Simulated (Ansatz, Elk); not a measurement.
## How far do independent atoms describe Zn3InN?

Structure refinements treat a crystal as free atoms side by side. For a made-up structure of Zn3InN (cell and positions from a PBEsol relaxation) the runs below show what the calculated density changes in F(hkl).

Program: Elk 11.2.3 (patched build). Level of theory: DFT, PBE, all-electron APW+lo, Dirac cores, scalar-relativistic bands, static density, no spin. Results are calculated unless marked as measured.

The structure was built from a prototype and need not be the compound's stable phase.

### Step 1. Starting point

It takes space group Pm-3m (No. 221, cubic). The conventional cell has a = 4.222 Å, b = 4.222 Å, c = 4.222 Å, α = 90.00°, β = 90.00°, γ = 90.00°. In has 12 Zn at 2.99 Å nearest. Nearest to Zn lie 2 N at 2.11 Å. Nearest to N lie 6 Zn at 2.11 Å. Farther neighbours and most contacts between anions are not listed.

### Step 2. Ground state and structure factors

An all-electron density is needed, since X-rays see the cores too. Task 0 finds the density and task 195 Fourier-transforms it; tshift is off so that phases refer to the origin typed.

File elk.in:

```
tasks
  0
  195

xctype
  20

spinpol
  .false.

rgkmax
  7.0

gmaxvr
  14.0

lmaxo
  7

lmaxapw
  8

swidth
  0.002

tshift
  .false.

ramdisk
  .false.

hmaxvr
  5.5

maxscl
  120

epspot
  1e-06

sppath
  './'

avec
  7.97779078515 -0.00000000000 -0.00000000000
  -0.00000000000 7.97779078515 0.00000000000
  -0.00000000000 0.00000000000 7.97779078515

atoms
  3
  'In.in'
  1
  0.0000000000 -0.0000000000 0.0000000000   0.000000 0.000000 0.000000
  'Zn.in'
  3
  -0.0000000000 0.5000000000 0.5000000000   0.000000 0.000000 0.000000
  0.5000000000 0.0000000000 0.5000000000   0.000000 0.000000 0.000000
  0.5000000000 0.5000000000 -0.0000000000   0.000000 0.000000 0.000000
  'N.in'
  1
  0.5000000000 0.5000000000 0.5000000000   0.000000 0.000000 0.000000

ngridk
  5 5 5
```

Command:

```
> OMP_NUM_THREADS=4 elk
```

Numbers of over 12 decimals in the logs are rounded to 6 here.

The program printed:

```text
┌─────────────────────────┐
│ Elk code version 11.2.3 │
└─────────────────────────┘

All units are atomic (Hartree, Bohr, etc.)

┌─────────────────────────────────────────────────┐
│ Ground-state run starting from atomic densities │
└─────────────────────────────────────────────────┘

Lattice vectors :
   7.977790785      -0.000000000      -0.000000000
  -0.000000000       7.977790785       0.000000000
  -0.000000000       0.000000000       7.977790785

Reciprocal lattice vectors :
  0.7875846179       0.000000000       0.000000000
   0.000000000      0.7875846179       0.000000000
   0.000000000       0.000000000      0.7875846179

Unit cell volume      :    507.7476578
Brillouin zone volume :   0.4885304927

Muffin-tin inner radius fraction :   0.1000000000E-01

Nuclei treated as point charges

Species : 1 (In)
 parameters loaded from : In.in
 name : indium
 nuclear charge    :   -49.00000000
 electronic charge :    49.00000000
 atomic mass :    209300.4102
 muffin-tin radius :    2.600000000
 number of radial points in muffin-tin :   1193
 inner part over the whole radius :   0.9943151076E-02
 number on inner part of muffin-tin    :    850
 approximate nuclear radius :   0.8768807633E-04
 number of mesh points to nuclear radius :    427
 atomic positions (lattice), magnetic fields (Cartesian) :
  1 :   0.00000000  0.00000000  0.00000000    0.00000000  0.00000000  0.00000000

Species : 2 (Zn)
 parameters loaded from : Zn.in
 name : zinc
 nuclear charge    :   -30.00000000
 electronic charge :    30.00000000
 atomic mass :    119233.3130
 muffin-tin radius :    2.250797367
 number of radial points in muffin-tin :    993
 inner part over the whole radius :   0.9874725478E-02
 number on inner part of muffin-tin    :    700
 approximate nuclear radius :   0.7484757725E-04
 number of mesh points to nuclear radius :    339
 atomic positions (lattice), magnetic fields (Cartesian) :
  1 :   0.00000000  0.50000000  0.50000000    0.00000000  0.00000000  0.00000000
  2 :   0.50000000  0.00000000  0.50000000    0.00000000  0.00000000  0.00000000
  3 :   0.50000000  0.50000000  0.00000000    0.00000000  0.00000000  0.00000000

Species : 3 (N)
 parameters loaded from : N.in
 name : nitrogen
 nuclear charge    :   -7.000000000
 electronic charge :    7.000000000
 atomic mass :    25532.65216
 muffin-tin radius :    1.688098025
 number of radial points in muffin-tin :    593
 inner part over the whole radius :   0.9874486093E-02
 number on inner part of muffin-tin    :    406
 approximate nuclear radius :   0.4939692610E-04
 number of mesh points to nuclear radius :    170
 atomic positions (lattice), magnetic fields (Cartesian) :
  1 :   0.50000000  0.50000000  0.50000000    0.00000000  0.00000000  0.00000000

Total number of atoms per unit cell :    5
Total muffin-tin volume :    237.0635284
 ratio of muffin-tin to unit cell volume :   0.4668924116

Spin treatment :
 spin-unpolarised

Number of Bravais lattice symmetries :   48
Number of crystal symmetries         :   48
Crystal has inversion symmetry
Real symmetric eigensolver will be used

k-point grid :      5     5     5
k-point offset :    0.000000000       0.000000000       0.000000000
k-point set is reduced with full crystal symmetry group
Total number of k-points :       10

Muffin-tin radius times maximum |G+k| :    7.000000000
 using average radius
Maximum |G+k| for APW functions       :    3.170149115
Maximum (1/2)|G+k|²                   :    5.024922704
Maximum |G| for potential and density :    14.00000000
Constant for pseudocharge density :    9
 order of it for each species :   16  16  16
 order of it for pair densities of each species (exact exchange by exxq0 0: 17) :   14  10   4
Radial integration step length :    1

G-vector grid sizes :     36    36    36
Number of G-vectors :    23583

Maximum angular momentum used for
 APW functions            :    8
 outer part of muffin-tin :    7
 inner part of muffin-tin :    2

Total nuclear charge    :   -146.0000000
[...]
electron entropic           :    -0.25461787713459E-03
 total energy                :     -11326.957536437

Density of states at Fermi energy :    16.38292119
 (states/Hartree/unit cell)

Estimated indirect band gap :   0.1599052502E-01
 from k-point 5 to k-point 9
Estimated direct band gap   :   0.3733848464E-01
 at k-point 6

Charges :
 core                        :    68.00000000
 valence                     :    78.00000000
 interstitial                :    6.452989177
 muffin-tins (core leakage)
  species : 1 (In)
   atom 1                    :    47.29408058     (  0.1324548264E-03)
  species : 2 (Zn)
[...]
species : 3 (N)
[...]
total in muffin-tins        :    139.5470108
 total calculated charge     :    145.9977419
 total charge                :    146.0000000
 error                       :   0.2258064030E-02

RMS change in Kohn-Sham potential (target) :   0.8520433798     (  0.1000000000E-05)
Absolute change in total energy (target)   :   0.1248803641     (  0.1000000000E-03)

[... loops 3 to 16 left out ...]

┌──────────────────┐
│ Loop number : 17 │
└──────────────────┘

Energies :
 Fermi                       :     0.262059
 sum of occupied eigenvalues :     -6651.2204550061
 electron kinetic            :      11722.614054462
 core electron kinetic       :      10861.486721190
 Coulomb                     :     -22666.933912422
 Coulomb potential           :     -17876.601668865
 nuclear-nuclear             :     -1477.0092079655
 electron-nuclear            :     -24542.137565203
 Hartree                     :      3352.2128607473
 Madelung                    :     -13728.633077989
 xc potential                :     -497.23284060388
 exchange                    :     -374.68651388366
 correlation                 :     -7.257582
 electron entropic           :    -0.10810624438591E-02
 total energy                :     -11326.265035248

Density of states at Fermi energy :    85.54975209
 (states/Hartree/unit cell)

Estimated indirect band gap :   0.3600761626E-02
 from k-point 6 to k-point 2
Estimated direct band gap   :   0.1934688059E-01
 at k-point 6

Charges :
 core                        :    68.00000000
 valence                     :    78.00000000
 interstitial                :    6.646331993
 muffin-tins (core leakage)
  species : 1 (In)
[...]
species : 2 (Zn)
[...]
species : 3 (N)
[...]
total in muffin-tins        :    139.3536680
 total calculated charge     :    145.9980931
 total charge                :    146.0000000
 error                       :   0.1906875079E-02

RMS change in Kohn-Sham potential (target) :   0.2370364747E-06 (  0.1000000000E-05)
Absolute change in total energy (target)   :   0.6633046360E-04 (  0.1000000000E-03)

Convergence targets achieved

┌──────────────────┐
│ Loop number : 18 │
└──────────────────┘

Energies :
 Fermi                       :     0.262059
 sum of occupied eigenvalues :     -6651.2204475876
 electron kinetic            :      11722.614062338
 core electron kinetic       :      10861.486723454
 Coulomb                     :     -22666.933915082
 Coulomb potential           :     -17876.601668165
 nuclear-nuclear             :     -1477.0092079655
 electron-nuclear            :     -24542.137571099
 Hartree                     :      3352.2128639827
 Madelung                    :     -13728.633080999
 xc potential                :     -497.23284176066
 exchange                    :     -374.68651419973
 correlation                 :     -7.257582
 electron entropic           :    -0.10810623799630E-02
 total energy                :     -11326.265030344

Density of states at Fermi energy :    85.54974329
 (states/Hartree/unit cell)

Estimated indirect band gap :   0.3600770770E-02
 from k-point 6 to k-point 2
Estimated direct band gap   :   0.1934688328E-01
 at k-point 6

Charges :
 core                        :    68.00000000
 valence                     :    78.00000000
 interstitial                :    6.646331723
 muffin-tins (core leakage)
  species : 1 (In)
[...]
species : 2 (Zn)
[...]
atom 2                    :    28.59779289     (  0.1955823559E-03)
   atom 3                    :    28.59779289     (  0.1955823559E-03)
  species : 3 (N)
   atom 1                    :    6.116362391     (  0.3535242294E-06)
 total in muffin-tins        :    139.3536683
 total calculated charge     :    145.9980931
 total charge                :    146.0000000
 error                       :   0.1906875415E-02

┌──────────────────────────────┐
│ Self-consistent loop stopped │
└──────────────────────────────┘

Warning : core states of species 1 leak from the muffin-tin :   0.1291469502E-03

Warning : core states of species 2 leak from the muffin-tin :   0.1955823559E-03

Wrote STATE.OUT
```

Wall time 16 s (4 threads of AMD EPYC 9R14 (Zen 4), shared host); peak memory 0.2 GiB; 38 s of CPU time.

SFACRHO.OUT:

```text

h k l indices transformed by vhmat matrix:
   1.000000000       0.000000000       0.000000000    
   0.000000000       1.000000000       0.000000000    
   0.000000000       0.000000000       1.000000000    

      h      k      l  multipl.   |H|            Re(F)            Im(F)           |F|

      0      0      0      1   0.0000000       146.00000     -0.16542959E-16   146.00000    
     -1      0      0      6  0.78758462       11.218129     -0.69202477E-14   11.218129    
      1     -1      0     12   1.1138128       21.511280     -0.27388998E-14   21.511280    
     -1     -1     -1      8   1.3641366       106.27050      0.15966712E-13   106.27050    
      0      0     -2      6   1.5751692       109.92105      0.12303515E-13   109.92105    
     -1     -2      0     24   1.7610927       10.358548     -0.65395382E-14   10.358548    
      1     -2      1     24   1.9291804       16.942918     -0.10633387E-13   16.942918    
      0      2     -2     12   2.2276257       93.414858      0.44482638E-14   93.414858    
      0     -3      0      6   2.3627539       9.8333811     -0.14714329E-13   9.8333811    
     -1      2     -2     24   2.3627539       9.8307751     -0.12362359E-14   9.8307751    
      3      1      0     24   2.4905612       14.755389     -0.13497903E-14   14.755389    
      1     -3      1     24   2.6121227       79.951606      0.39878049E-14   79.951606    
     -2      2      2      8   2.7282731       82.337470     -0.89518521E-14   82.337470    
     -3      2      0     24   2.8396767       9.3599050     -0.20838676E-13   9.3599050    
     -3      1      2     48   2.9468718       13.540613      0.74579966E-14   13.540613    
      0     -4      0      6   3.1503385       74.167737      0.15961453E-13   74.167737    
      2     -2     -3     24   3.2472946       9.0177953     -0.21213339E-13   9.0177953    
      4     -1      0     24   3.2472946       8.9987715     -0.29028349E-14   8.9987715
```

Elk indexes on the primitive cell of elk.in and gives |H| = 4π sin θ/λ in inverse bohr. Below, one row stands for each form hkl of the conventional cell (m members, Friedel mates merged), F is for one primitive cell and the density is static (no thermal factor). Free-atom factors are Waasmaier and Kirfel's, and R is Σm||F|−|F'||/Σm|F|.

| hkl | m | sin θ/λ (Å⁻¹) | abs F, DFT | neutral atoms | diff. |
| --- | --- | --- | --- | --- | --- |
| 100 | 6 | 0.118 | 11.218 | 11.289 | -0.071 |
| 110 | 12 | 0.168 | 21.511 | 21.185 | +0.326 |
| 111 | 8 | 0.205 | 106.270 | 107.142 | -0.872 |
| 200 | 6 | 0.237 | 109.921 | 110.376 | -0.455 |
| 210 | 24 | 0.265 | 10.358 | 10.357 | +0.001 |
| 211 | 24 | 0.290 | 16.943 | 16.833 | +0.110 |
| 220 | 12 | 0.335 | 93.415 | 93.741 | -0.326 |
| 300 | 6 | 0.355 | 9.833 | 9.730 | +0.104 |
| 221 | 24 | 0.355 | 9.831 | 9.730 | +0.101 |
| 310 | 24 | 0.374 | 14.755 | 14.732 | +0.023 |
| 311 | 24 | 0.393 | 79.952 | 80.041 | -0.090 |
| 222 | 8 | 0.410 | 82.338 | 82.434 | -0.097 |
| 320 | 24 | 0.427 | 9.360 | 9.283 | +0.077 |
| 321 | 48 | 0.443 | 13.541 | 13.518 | +0.022 |
| 400 | 6 | 0.474 | 74.168 | 74.127 | +0.041 |
| 322 | 24 | 0.488 | 9.018 | 8.968 | +0.050 |
| 410 | 24 | 0.488 | 8.999 | 8.968 | +0.031 |
| 411 | 24 | 0.502 | 12.822 | 12.764 | +0.057 |
| 330 | 12 | 0.502 | 12.808 | 12.764 | +0.044 |
| 331 | 24 | 0.516 | 65.489 | 65.442 | +0.047 |
| 420 | 24 | 0.530 | 67.837 | 67.770 | +0.066 |
| 421 | 48 | 0.543 | 8.788 | 8.757 | +0.031 |

### Step 3. The highest occupied states alone

An energy window below the Fermi level keeps the highest occupied states, to see at which angles they scatter; shallow core shells can lie inside it and anion s states outside. No new self-consistency is needed.

Edit elk.in of step 2 so:

```diff
@@ -1,3 +1,2 @@
 tasks
-  0
   195
@@ -40,2 +39,5 @@
 
+wsfac
+  -0.289180 0.562060
+
 sppath
```

Command:

```
> OMP_NUM_THREADS=4 elk
```

The program printed:

```text
┌─────────────────────────────────┐
│ Elk code version 11.2.3 started │
└─────────────────────────────────┘

Info(readinput): the functional depends on the density's gradient
 muffin-tin radial points multiplied by    2.00000
 (not where nrmtscf is given)

┌────────────────────┐
│ Current task : 195 │
└────────────────────┘
Info(checkmt): changed muffin-tin radius of species 2 (Zn) from   2.4000 to   2.2508
Info(checkmt): changed muffin-tin radius of species 3 (N) from   1.8000 to   1.6881

Info(sfacrho): density structure factors written to SFACRHO.OUT

 Energy window :  -0.2891800000      0.5620600000

┌──────────────────┐
│ Elk code stopped │
└──────────────────┘
```

Run time: 5.5 s. Hardware: 4 threads; peak memory 0.17 GiB.

States within 15 eV below the Fermi level hold 52.00 electrons; any levels below the window count with the cores. Their amplitudes can exceed the total, where window and core parts have opposite phase:

| hkl | sin θ/λ (Å⁻¹) | abs F, window | abs F, all |
| --- | --- | --- | --- |
| 100 | 0.118 | 2.960 | 11.218 |
| 110 | 0.168 | 1.391 | 21.511 |
| 111 | 0.205 | 26.102 | 106.270 |
| 200 | 0.237 | 26.527 | 109.921 |
| 210 | 0.265 | 3.158 | 10.358 |
| 211 | 0.290 | 0.975 | 16.943 |
| 220 | 0.335 | 17.777 | 93.415 |
| 300 | 0.355 | 2.801 | 9.833 |
| 221 | 0.355 | 2.865 | 9.831 |
| 310 | 0.374 | 1.803 | 14.755 |

### Step 4. Another functional

The difference from free atoms is small, so it is set against the change that LDA (Perdew-Wang) makes.

Edit elk.in of step 3 so:

```diff
@@ -1,2 +1,3 @@
 tasks
+  0
   195
@@ -4,3 +5,3 @@
 xctype
-  20
+  3
 
@@ -39,5 +40,2 @@
 
-wsfac
-  -0.289180 0.562060
-
 sppath
```

Command:

```
> OMP_NUM_THREADS=4 elk
```

The program printed:

```text
┌─────────────────────────┐
│ Elk code version 11.2.3 │
└─────────────────────────┘

All units are atomic (Hartree, Bohr, etc.)

┌─────────────────────────────────────────────────┐
│ Ground-state run starting from atomic densities │
└─────────────────────────────────────────────────┘

Lattice vectors :
   7.977790785      -0.000000000      -0.000000000
  -0.000000000       7.977790785       0.000000000
  -0.000000000       0.000000000       7.977790785

Reciprocal lattice vectors :
  0.7875846179       0.000000000       0.000000000
[...]
atom 3                    :    28.61872955     (  0.2019692261E-03)
  species : 3 (N)
   atom 1                    :    6.086143172     ( -0.3686581349E-05)
 total in muffin-tins        :    139.4039929
 total calculated charge     :    145.9980849
 total charge                :    146.0000000
 error                       :   0.1915147721E-02

┌──────────────────────────────┐
│ Self-consistent loop stopped │
└──────────────────────────────┘

Warning : core states of species 1 leak from the muffin-tin :   0.1272105792E-03

Warning : core states of species 2 leak from the muffin-tin :   0.2019692261E-03

Wrote STATE.OUT
[key lines of the parts left out:]
total energy                :     -11312.719430265
```

Elapsed: 9.6 s, on 4 threads; peak memory 0.17 GiB; 23 s of CPU time.

Against the first run R = 0.05 %; the largest change is -0.080 at 220.

### Step 5. A coarser k-mesh

About half the k-points along each axis test the sampling.

Edit elk.in of step 4 so:

```diff
@@ -5,3 +5,3 @@
 xctype
-  3
+  20
 
@@ -63,2 +63,2 @@
 ngridk
-  5 5 5
+  2 2 2
```

Command:

```
> OMP_NUM_THREADS=4 elk
```

The program printed:

```text
┌─────────────────────────┐
│ Elk code version 11.2.3 │
└─────────────────────────┘

All units are atomic (Hartree, Bohr, etc.)

┌─────────────────────────────────────────────────┐
│ Ground-state run starting from atomic densities │
└─────────────────────────────────────────────────┘

Lattice vectors :
   7.977790785      -0.000000000      -0.000000000
  -0.000000000       7.977790785       0.000000000
  -0.000000000       0.000000000       7.977790785

Reciprocal lattice vectors :
  0.7875846179       0.000000000       0.000000000
[...]
atom 3                    :    28.64308034     (  0.1961095003E-03)
  species : 3 (N)
   atom 1                    :    6.127542877     (  0.3545108991E-06)
 total in muffin-tins        :    139.4304333
 total calculated charge     :    145.9981195
 total charge                :    146.0000000
 error                       :   0.1880546585E-02

┌──────────────────────────────┐
│ Self-consistent loop stopped │
└──────────────────────────────┘

Warning : core states of species 1 leak from the muffin-tin :   0.1287201056E-03

Warning : core states of species 2 leak from the muffin-tin :   0.1961095003E-03

Wrote STATE.OUT
[key lines of the parts left out:]
total energy                :     -11326.253561673
```

The job ended after 12 s (4 threads; peak memory 0.2 GiB; 25 s of CPU time).

Against the first run R = 0.03 %; the largest change is -0.124 at 100.

### Step 6. Settings against the effect

| run | R against the first run (%) | R against neutral atoms, low angle (%) | wall time |
| --- | --- | --- | --- |
| PBE, rgkmax 7 | 0.00 | 0.67 | 16 s |
| LDA (Perdew-Wang) | 0.05 | 0.66 | 9.6 s |
| k-mesh 2×2×2 | 0.03 | 0.72 | 12 s |

### Step 7. Outcome

| Property | Result |
| --- | --- |
| R against neutral atoms, sin θ/λ < 0.3 Å⁻¹ | 0.67 % |
| R against neutral atoms, 0.3 to 0.82 Å⁻¹ | 0.26 % |

Independent neutral atoms miss the calculated amplitudes by R = 0.67 % below 0.3 Å⁻¹ and 0.26 % from there to 0.82 Å⁻¹; by shells, 0.63 % below 0.15 Å⁻¹ (1 form), 0.67 % 0.15 to 0.3 (5 forms), 0.26 % 0.3 to 0.45 (8 forms), 0.27 % above 0.45 (41 forms). Bonding, aspherical density and the tables' own atoms all enter these figures, and the runs don't part them. The largest change of an amplitude is -0.87 electrons, at 111. The window's part falls from 52.0 electrons at the origin to at most 9.45 between 0.45 and 0.82 Å⁻¹, where compact states inside the window still scatter. The window holds more than the 44 outer electrons of the free atoms, so shallow core shells lie inside it. Below 0.3 Å⁻¹ the changes that finished (LDA (Perdew-Wang) and k-mesh 2×2×2) move F by R = 0.12 % at most, against the 0.67 % that separates it from free atoms. The basis has no finished test. Part of the difference isn't bonding: the tables are fits to free atoms and ions calculated by other methods than this functional. Thermal motion, anomalous dispersion and extinction are left out.

[Logs are printed without paths, hosts, clocks, repeated set-up lines and the standing remarks that a program may print on its own settings, such as how far it seeks lower states.]

[Hosts, paths, dates, database ids (printed as entryN), source tags and the programs' standing remarks are cut or masked in the printed files.]
